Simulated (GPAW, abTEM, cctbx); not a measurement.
# TiCd3O: the scripts behind a bonding study

Short scripts, each with its output. The start was made by putting kin elements into a known structure type; the compound need not exist, or be stable, in this form.

## 1. Relax the structure

```text
cell
1.0
     4.181000000    0.000000000    0.000000000
     0.000000000    4.181000000    0.000000000
     0.000000000    0.000000000    4.181000000
Cd Ti O
3 1 1
Direct
0.500000000 0.000000000 0.500000000
0.000000000 0.500000000 0.500000000
0.500000000 0.500000000 0.000000000
0.000000000 0.000000000 0.000000000
0.500000000 0.500000000 0.500000000
```

```python
from ase.constraints import FixSymmetry
from ase.filters import FrechetCellFilter
from ase.io import read, write
from ase.optimize import BFGS
from ase.parallel import parprint
from gpaw import GPAW, PW, FermiDirac

atoms = read("start.vasp")
atoms.set_constraint(FixSymmetry(atoms))
atoms.calc = GPAW(mode=PW(900), xc="PBE", kpts={"size": (5, 5, 5), "gamma": True},
                 occupations=FermiDirac(0.1), maxiter=120, symmetry={"tolerance": 1e-5}, txt="relax.txt")
BFGS(FrechetCellFilter(atoms), maxstep=0.15).run(fmax=0.03, steps=40)
parprint("cell  %.4f %.4f %.4f  %.2f %.2f %.2f" % tuple(atoms.cell.cellpar()))
parprint("volume %.3f A^3, largest force %.3f eV/A, largest stress %.2f GPa" % (atoms.get_volume(), abs(atoms.get_forces()).max(), 160.218 * abs(atoms.get_stress()).max()))
atoms.set_constraint()
write("relaxed.vasp", atoms, direct=True)
```

```console
$ OMP_NUM_THREADS=1 mpirun -n 4 gpaw python run.py > gpaw.log
```

```text
      Step        Energy          fmax
BFGS:    0      -11.421100        3.776501
BFGS:    1      -11.986589        3.211315
BFGS:    2      -13.115669        1.849230
BFGS:    3      -13.694506        0.758528
BFGS:    4      -13.833180        0.138054
BFGS:    5      -13.838706        0.013964
cell  4.6036 4.6036 4.6036  90.00 90.00 90.00
volume 97.567 A^3, largest force 0.000 eV/A, largest stress 0.11 GPa
```

Time: 54 s on 4 cores of Intel(R) Xeon(R) Platinum 8488C (Sapphire Rapids) (shared host), peak memory 1 GiB.

## 2. Build the all-electron density and subtract free atoms

```text
cell
1.0
     4.603634020    0.000000000    0.000000000
     0.000000000    4.603634020    0.000000000
     0.000000000    0.000000000    4.603634020
Cd Ti O
3 1 1
Direct
0.500000000 0.000000000 0.500000000
0.000000000 0.500000000 0.500000000
0.500000000 0.500000000 0.000000000
0.000000000 0.000000000 0.000000000
0.500000000 0.500000000 0.500000000
```

```python
import numpy as np
from ase.io import read
from ase.units import Bohr
from gpaw import GPAW, PW, FermiDirac
from gpaw.calculator import GPAW as OldGPAW
from gpaw.mpi import serial_comm, world
from scipy.special import erfc
from scipy.spatial import cKDTree

atoms = read("cell.vasp")
atoms.calc = GPAW(mode=PW(550), xc="PBE", kpts={"size": (5, 5, 5), "gamma": True},
                 occupations=FermiDirac(0.1), maxiter=120, symmetry={"tolerance": 1e-5}, txt="scf.txt")
atoms.get_potential_energy()
rho = atoms.calc.get_all_electron_density(gridrefinement=2)
moments = atoms.get_magnetic_moments() if atoms.calc.get_number_of_spins() == 2 else np.zeros(len(atoms))
total = atoms.get_magnetic_moment() if moments.any() else 0.0
if world.rank == 0:
    free = OldGPAW(mode=PW(550), xc="PBE", txt=None, communicator=serial_comm)
    neutral = atoms.copy()
    neutral.set_initial_magnetic_moments(None)
    free.initialize(neutral)
    free.set_positions(neutral)
    drho = rho - free.get_all_electron_density(gridrefinement=2)
    # GPAW starts from confined atoms: exchange their smooth part for that of the datasets' free atoms
    h = np.stack(np.meshgrid(*[np.fft.fftfreq(n, 1 / n) for n in drho.shape], indexing="ij"), -1)
    gabs = np.linalg.norm(h @ atoms.cell.reciprocal(), axis=-1)
    tails = np.fft.fftn(free.get_pseudo_density(gridrefinement=2))
    g, form, v0 = np.linspace(0, gabs.max(), 1500), {}, 0
    for e in set(atoms.symbols):
        idx = atoms.symbols.search(e)
        d = free.setups[idx[0]].data
        r, w = d.rgd.r_g * Bohr, d.rgd.r_g**2 * d.rgd.dr_g
        j0 = np.sinc(2 * g[:, None] * r)
        smooth = sum(f * p**2 for f, p in zip(d.f_j, d.phit_jg)) + np.sqrt(4 * np.pi) * d.nct_g
        full = sum(f * p**2 for f, p in zip(d.f_j, d.phi_jg)) + np.sqrt(4 * np.pi) * d.nc_g
        phase = sum(np.exp(-2j * np.pi * h @ s) for s in atoms.get_scaled_positions()[idx])
        tails -= np.interp(gabs, g, j0 @ (smooth * w)) * phase * drho.size / atoms.get_volume()
        form[e] = j0 @ (full * w)
        v0 += 2 * np.pi / 3 * 14.3996 * (full * w * r**2).sum() * len(idx)  # V A^3
    tails *= 0.5 * erfc((gabs - 1.8) / 0.25)  # the tails differ at long wavelengths alone
    drho += np.fft.ifftn(tails).real  # crystal minus superposed spherical free atoms
    np.save("drho.npy", drho)
    dv = atoms.get_volume() / drho.size
    print("grid", drho.shape, " electrons %.3f" % (rho.sum() * dv), " moved by bonding %.3f e" % (abs(drho).sum() * dv / 2))
    pts = np.indices(drho.shape).reshape(3, -1).T / drho.shape @ atoms.cell
    shifts = (np.indices((3, 3, 3)).reshape(3, -1).T - 1) @ atoms.cell
    images = (atoms.positions[None] + shifts[:, None]).reshape(-1, 3)
    dist, idx = cKDTree(images).query(pts, k=4)
    out = drho.ravel()[dist[:, 0] > 0.5]
    print("deformation density beyond 0.5 A of the nuclei: max %.3f, min %.3f e/A^3" % (out.max(), out.min()))
    tie = dist < dist[:, :1] + 1e-4
    q = -np.bincount((idx % len(atoms))[tie], (drho.ravel()[:, None] / tie.sum(1, keepdims=True) * tie)[tie], len(atoms)) * dv
    print("atom        x       y       z   Voronoi charge  moment")
    for a, s, c, m in zip(atoms, atoms.get_scaled_positions(), q, moments):
        print("%-2s%-3d %7.4f %7.4f %7.4f %10.3f %10.2f" % (a.symbol, a.index + 1, *s, c, m))
    np.savez("free.npz", g=g, **form)
    print("mean inner potential of superposed free atoms %.3f V" % (v0 / atoms.get_volume()))
    print("total magnetic moment %.3f muB" % total)
```

```console
$ OMP_NUM_THREADS=1 mpirun -n 4 gpaw python run.py > gpaw.log
```

```text
grid (50, 50, 50)  electrons 174.000  moved by bonding 0.960 e
deformation density beyond 0.5 A of the nuclei: max 0.137, min -0.078 e/A^3
atom        x       y       z   Voronoi charge  moment
Cd1    0.5000  0.0000  0.5000      0.179       0.00
Cd2    0.0000  0.5000  0.5000      0.179       0.00
Cd3    0.5000  0.5000  0.0000      0.179       0.00
Ti4    0.0000  0.0000  0.0000     -0.148       0.00
O 5    0.5000  0.5000  0.5000     -0.390       0.00
mean inner potential of superposed free atoms 18.252 V
total magnetic moment 0.000 muB
```

Time: 13 s.

## 3. Fourier-transform the difference

```python
from cctbx import adptbx, crystal, miller, xray
from cctbx.eltbx import tiny_pse
import numpy as np

cs = crystal.symmetry(unit_cell=(4.6036, 4.6036, 4.6036, 90, 90, 90), space_group_symbol='Hall: -P 4 2 3')  # Pm-3m
atoms = [  # label, site, U (iso, or U11 U22 U33 U12 U13 U23 in A^2), occupancy
    ("Cd1", (0.5, 0, 0.5), 0.0000, 1),
    ("Ti1", (0, 0, 0), 0.0000, 1),
    ("O1", (0.5, 0.5, 0.5), 0.0000, 1),
]
xs = xray.structure(crystal_symmetry=cs)
for label, site, u, occ in atoms:
    u = adptbx.u_cif_as_u_star(cs.unit_cell(), u) if isinstance(u, tuple) else u
    xs.add_scatterer(xray.scatterer(label, site=site, u=u, occupancy=occ))
xs.scattering_type_registry(table="wk1995")
drho = np.load("drho.npy")
T = np.array([[1, 0, 0], [0, 1, 0], [0, 0, 1]])  # conventional axes in terms of the primitive ones
dF = np.fft.ifftn(drho) * 97.56687  # electrons a conventional cell, indexed by primitive hkl
ms = miller.build_set(cs, anomalous_flag=False, d_min=0.9).sort("resolution")
iam = ms.structure_factors_from_scatterers(xs, algorithm="direct").f_calc()
p1 = xs.expand_to_p1()
z = np.array([tiny_pse.table(sc.scattering_type).atomic_number() for sc in p1.scatterers()])
x = np.array(p1.sites_frac())
free = np.load("free.npz")
print("static structure factors of the conventional cell: F in electrons, V (Mott-Bethe) in volts")
print("   h  k  l      d  |F| table  |F| free   |F| DFT   change   |V| free  |V| DFT  change %")
for h, d, table in list(zip(ms.indices(), ms.d_spacings().data(), iam.data()))[:16]:
    df = dF[tuple(np.rint(np.linalg.solve(T, h)).astype(int))]
    phase = np.exp(2j * np.pi * x @ h)
    f = sum(np.interp(1 / d, free["g"], free[sc.scattering_type]) * p for sc, p in zip(p1.scatterers(), phase))
    fz = (z * phase).sum()
    c = 14.3996 * d * d / (np.pi * cs.unit_cell().volume())
    v0, v1 = abs(fz - f) * c, abs(fz - f - df) * c
    print("%4d%3d%3d %7.4f %9.3f %9.3f %9.3f %8.3f %9.3f %8.3f %8s" % (h + (d, abs(table), abs(f), abs(f + df), abs(f + df) - abs(f), v0, v1, "%.1f" % (100 * (v1 / v0 - 1)) if v0 > 0.02 else "-")))
```

```console
$ python run.py
```

```text
static structure factors of the conventional cell: F in electrons, V (Mott-Bethe) in volts
   h  k  l      d  |F| table  |F| free   |F| DFT   change   |V| free  |V| DFT  change %
   0  1  0  4.6036    32.359    32.336    32.346    0.010     1.657    1.647     -0.6
   0  1  1  3.2552    17.781    17.846    17.542   -0.303     0.077    0.228    196.6
   1  1  1  2.6579   129.508   129.389   128.756   -0.633     9.496    9.706      2.2
   0  2  0  2.3018   134.587   134.340   134.495    0.156     9.872    9.833     -0.4
   0  2  1  2.0588    26.559    26.516    26.671    0.154     1.490    1.459     -2.1
   1  2  1  1.8794    16.416    16.412    16.321   -0.091     0.263    0.279      5.7
   0  2  2  1.6276   115.621   115.462   115.680    0.219     7.285    7.258     -0.4
   1  2  2  1.5345    23.143    23.106    23.168    0.062     1.205    1.198     -0.6
   0  3  0  1.5345    23.143    23.106    23.172    0.065     1.205    1.198     -0.6
   0  3  1  1.4558    15.378    15.350    15.368    0.019     0.264    0.262     -0.7
   1  3  1  1.3880    99.074    99.016    99.187    0.170     5.339    5.323     -0.3
   2  2  2  1.3289   103.113   103.092   103.240    0.148     5.883    5.871     -0.2
   0  3  2  1.2768    20.885    20.874    20.934    0.060     1.005    1.001     -0.5
   1  3  2  1.2304    14.526    14.505    14.569    0.065     0.249    0.244     -1.8
   0  4  0  1.1509    94.157    94.253    94.360    0.107     4.962    4.956     -0.1
   2  3  2  1.1165    19.258    19.271    19.306    0.036     0.863    0.861     -0.2
```

Time: 0.25 s on 1 core of Intel(R) Xeon(R) Platinum 8488C (Sapphire Rapids) (shared host), peak memory 0.08 GiB.

## 4. Propagate a plane wave with and without the bonding term

```python
import abtem
import numpy as np
from ase.build import make_supercell
from ase.io import read

abtem.config.set({"dask.lazy": False, "fft": "fftw", "diagnostics.progress_bar": False})
M = [[0, 1, 0], [-1, 0, 0], [0, 0, 1]]  # rows: x, y and beam direction in the primitive cell's axes
unit = make_supercell(read("cell.vasp"), M)
unit.set_cell(list(unit.cell.lengths()) + [90, 90, 90], scale_atoms=True)
unit.positions[:, 2] += 0.5755  # keeps atomic planes off the slice boundaries
unit.wrap()
slab = unit * (1, 1, 84)
print(slab.get_chemical_formula(), "| box %.2f x %.2f x %.2f A" % tuple(slab.cell.lengths()))

# change of the potential by bonding, from the DFT deformation density (Poisson's equation term by term)
drho = np.load("drho.npy")
prim = read("cell.vasp")
h = np.stack(np.meshgrid(*[np.fft.fftfreq(n, 1 / n) for n in drho.shape], indexing="ij"), -1).reshape(-1, 3).astype(int)
g2 = ((h @ prim.cell.reciprocal()) ** 2).sum(1)
keep = (g2 > 0) & (g2 < 2.5**2)
shape = (132, 132, 28)
vg = np.zeros(shape, complex)
hm = h[keep] @ np.array(M).T
move = np.exp(-2j * np.pi * hm[:, 2] * (0.5755 / unit.cell[2, 2] - 0.5 / shape[2]))  # the same shift, sampled at mid-points
vg[tuple(hm.T % np.array(shape)[:, None])] = -14.3996 / np.pi * (np.fft.fftn(drho).ravel() / drho.size)[keep] / g2[keep] * move
dV = np.fft.ifftn(vg).real * vg.size
dV = dV.reshape(132, 132, 4, 7).mean(3) * unit.cell[2, 2] / 4  # V A, projected in each slice
dV = np.tile(dV.transpose(2, 0, 1), (84, 1, 1))


def build(atoms):
    p = abtem.Potential(atoms, gpts=(132, 132), slice_thickness=[slab.cell[2, 2] / 336] * 336,
                        parametrization="lobato", projection="infinite", exit_planes=28).build()
    p.array[:] += BONDING * dV
    return p


def potentials():
    yield build(slab)  # atoms at rest


for label, BONDING in (("IAM", 0.0), ("DFT", 1.0)):
    print("=====", label)
    potential = build(slab)
    print("grid", potential.gpts, "slices", potential.num_slices)
    thickness = potential.exit_thicknesses
    wave = abtem.PlaneWave(energy=200000)
    dp = np.mean([wave.multislice(p).diffraction_patterns(max_angle="valid").array for p in potentials()], axis=0)
    hkl = [(0, 0, 0), (1, 0, 0), (1, 1, 0), (2, 0, 0), (2, 1, 0), (2, 2, 0), (3, 0, 0)]
    nx, ny = dp.shape[-2:]
    print("intensity of each beam, fraction of the incident wave")
    print("  t (A)" + "".join("%9s" % " ".join(map(str, h)) for h in hkl) + "  diffuse    total")
    grid = np.zeros((nx, ny), bool)
    grid[nx // 2 % 1::1, ny // 2 % 1::1] = True
    for t, a in list(zip(thickness, dp))[1:]:
        idx = [np.rint(np.array(M) @ np.linalg.solve([[1, 0, 0], [0, 1, 0], [0, 0, 1]], h)).astype(int) for h in hkl]
        print("%7.1f" % t + "".join("%9.5f" % a[nx // 2 + i[0] * 1, ny // 2 + i[1] * 1] for i in idx) + "%9.4f%9.4f" % (a[~grid].sum(), a.sum()))
```

```console
$ python run.py
```

```text
Cd252O84Ti84 | box 4.60 x 4.60 x 386.71 A
===== IAM
grid (132, 132) slices 336
intensity of each beam, fraction of the incident wave
  t (A)    0 0 0    1 0 0    1 1 0    2 0 0    2 1 0    2 2 0    3 0 0  diffuse    total
   32.2  0.68266  0.00155  0.00069  0.02300  0.00119  0.01368  0.00110   0.0000   0.9935
   64.5  0.64736  0.00560  0.01186  0.01561  0.00300  0.00903  0.00148   0.0000   0.9849
   96.7  0.60239  0.00863  0.01099  0.01816  0.00370  0.01003  0.00138   0.0000   0.9795
  128.9  0.51387  0.02070  0.00048  0.02494  0.00400  0.01447  0.00021   0.0000   0.9707
  161.1  0.64557  0.01554  0.00140  0.00851  0.00069  0.00745  0.00021   0.0000   0.9594
  193.4  0.66882  0.01780  0.00092  0.00592  0.00004  0.00475  0.00107   0.0000   0.9564
  225.6  0.61150  0.00491  0.00656  0.00565  0.00258  0.00673  0.00061   0.0000   0.9473
  257.8  0.58960  0.00656  0.00767  0.00987  0.00289  0.00662  0.00067   0.0000   0.9412
  290.0  0.43587  0.01814  0.00392  0.01758  0.00459  0.00980  0.00231   0.0000   0.9372
  322.3  0.36602  0.03078  0.00776  0.01728  0.00085  0.00861  0.00049   0.0000   0.9310
  354.5  0.38851  0.04378  0.00048  0.01073  0.00053  0.00479  0.00018   0.0000   0.9218
  386.7  0.34018  0.03592  0.00234  0.01298  0.00024  0.00822  0.00061   0.0000   0.9194
===== DFT
grid (132, 132) slices 336
intensity of each beam, fraction of the incident wave
  t (A)    0 0 0    1 0 0    1 1 0    2 0 0    2 1 0    2 2 0    3 0 0  diffuse    total
   32.2  0.68286  0.00153  0.00070  0.02298  0.00121  0.01371  0.00109   0.0000   0.9936
   64.5  0.65162  0.00567  0.01103  0.01519  0.00303  0.00882  0.00149   0.0000   0.9849
   96.7  0.60236  0.00853  0.01147  0.01859  0.00355  0.01027  0.00132   0.0000   0.9796
  128.9  0.51395  0.02066  0.00067  0.02511  0.00391  0.01444  0.00024   0.0000   0.9708
  161.1  0.64119  0.01534  0.00243  0.00907  0.00059  0.00766  0.00022   0.0000   0.9595
  193.4  0.67040  0.01770  0.00091  0.00583  0.00006  0.00476  0.00110   0.0000   0.9564
  225.6  0.61726  0.00460  0.00472  0.00567  0.00256  0.00695  0.00059   0.0000   0.9472
  257.8  0.60889  0.00605  0.00666  0.00917  0.00271  0.00626  0.00054   0.0000   0.9410
  290.0  0.44797  0.01602  0.00366  0.01717  0.00439  0.00981  0.00223   0.0000   0.9373
  322.3  0.38034  0.02869  0.00913  0.01691  0.00073  0.00841  0.00045   0.0000   0.9312
  354.5  0.39116  0.04050  0.00087  0.01179  0.00052  0.00542  0.00024   0.0000   0.9224
  386.7  0.34423  0.03479  0.00145  0.01440  0.00021  0.00894  0.00044   0.0000   0.9200
```

Time: 6 s.

## 5. Get the inner potential from a slab

```python
import numpy as np
from ase.io import read
from ase.units import Bohr
from gpaw import GPAW, PW, FermiDirac
from gpaw.calculator import GPAW as OldGPAW
from gpaw.mpi import serial_comm, world
from scipy.special import erfc
from ase.build import make_supercell

M = [[0, 1, 0], [-1, 0, 0], [0, 0, 1]]  # rows: x, y and surface normal in the primitive cell's axes
unit = make_supercell(read("cell.vasp"), M)
unit.set_cell(list(unit.cell.lengths()) + [90, 90, 90], scale_atoms=True)
unit.positions[:, 2] -= 3.4518
unit.wrap()
atoms = unit * (1, 1, 2)
thickness = atoms.cell[2, 2]
atoms.center(vacuum=6, axis=2)
atoms.pbc = (True, True, False)
atoms.calc = GPAW(mode=PW(550), xc="PBE", kpts={"size": (4, 4, 1), "gamma": True},
                 occupations=FermiDirac(0.1), maxiter=120, symmetry={"tolerance": 1e-5}, poissonsolver={"dipolelayer": "xy"}, txt="slab.txt")
atoms.get_potential_energy()
rho = atoms.calc.get_all_electron_density(gridrefinement=2)
v = atoms.calc.get_electrostatic_potential().mean(axis=(0, 1))
ef = atoms.calc.get_fermi_level()
if world.rank == 0:
    free = OldGPAW(mode=PW(550), xc="PBE", txt=None, communicator=serial_comm)
    neutral = atoms.copy()
    neutral.set_initial_magnetic_moments(None)
    free.initialize(neutral)
    free.set_positions(neutral)
    drho = rho - free.get_all_electron_density(gridrefinement=2)
    # GPAW starts from confined atoms: exchange their smooth part for that of the datasets' free atoms
    h = np.stack(np.meshgrid(*[np.fft.fftfreq(n, 1 / n) for n in drho.shape], indexing="ij"), -1)
    gabs = np.linalg.norm(h @ atoms.cell.reciprocal(), axis=-1)
    tails = np.fft.fftn(free.get_pseudo_density(gridrefinement=2))
    g, form, v0 = np.linspace(0, gabs.max(), 1500), {}, 0
    for e in set(atoms.symbols):
        idx = atoms.symbols.search(e)
        d = free.setups[idx[0]].data
        r, w = d.rgd.r_g * Bohr, d.rgd.r_g**2 * d.rgd.dr_g
        j0 = np.sinc(2 * g[:, None] * r)
        smooth = sum(f * p**2 for f, p in zip(d.f_j, d.phit_jg)) + np.sqrt(4 * np.pi) * d.nct_g
        full = sum(f * p**2 for f, p in zip(d.f_j, d.phi_jg)) + np.sqrt(4 * np.pi) * d.nc_g
        phase = sum(np.exp(-2j * np.pi * h @ s) for s in atoms.get_scaled_positions()[idx])
        tails -= np.interp(gabs, g, j0 @ (smooth * w)) * phase * drho.size / atoms.get_volume()
        form[e] = j0 @ (full * w)
        v0 += 2 * np.pi / 3 * 14.3996 * (full * w * r**2).sum() * len(idx)  # V A^3
    tails *= 0.5 * erfc((gabs - 1.8) / 0.25)  # the tails differ at long wavelengths alone
    drho += np.fft.ifftn(tails).real  # crystal minus superposed spherical free atoms
    n = drho.mean(axis=(0, 1))
    dz = atoms.cell[2, 2] / len(n)
    dV = 180.951 * np.cumsum(np.cumsum(n)) * dz**2  # V; d2V/dz2 = e n / eps0, zero in the vacuum below
    step = dV[-1]
    print(atoms.get_chemical_formula(), "| slab of %.3f A, cell height %.2f A" % (thickness, atoms.cell[2, 2]))
    print("vacuum step across the slab %.3f V" % step)
    print("Fermi level below the vacuum: %.2f eV (bottom), %.2f eV (top)" % (v[3] - ef, v[-4] - ef))
    inside = np.arange(len(n)) * dz
    ramp = np.clip((inside - atoms.cell[2, 2] / 2) / thickness + 0.5, 0, 1) * step
    print("change of the mean inner potential by bonding %.3f V" % ((dV - ramp).sum() * dz / thickness))
    np.save("profile.npy", np.c_[inside, n, dV])
```

```console
$ OMP_NUM_THREADS=1 mpirun -n 4 gpaw python run.py > gpaw.log
```

```text
Cd6O2Ti2 | slab of 9.207 A, cell height 18.91 A
vacuum step across the slab 0.220 V
Fermi level below the vacuum: 3.73 eV (bottom), 3.55 eV (top)
change of the mean inner potential by bonding -1.508 V
```

Time: 50 s.

[Outputs are excerpts: Python notices, other lines and further rows are left out; steps that failed or that the build refused (PBEsol, TPSS) are not shown.]

[Logs are printed without paths, hosts, clocks, repeated set-up lines and the standing remarks that a program may print on its own settings, such as how far it seeks lower states.]
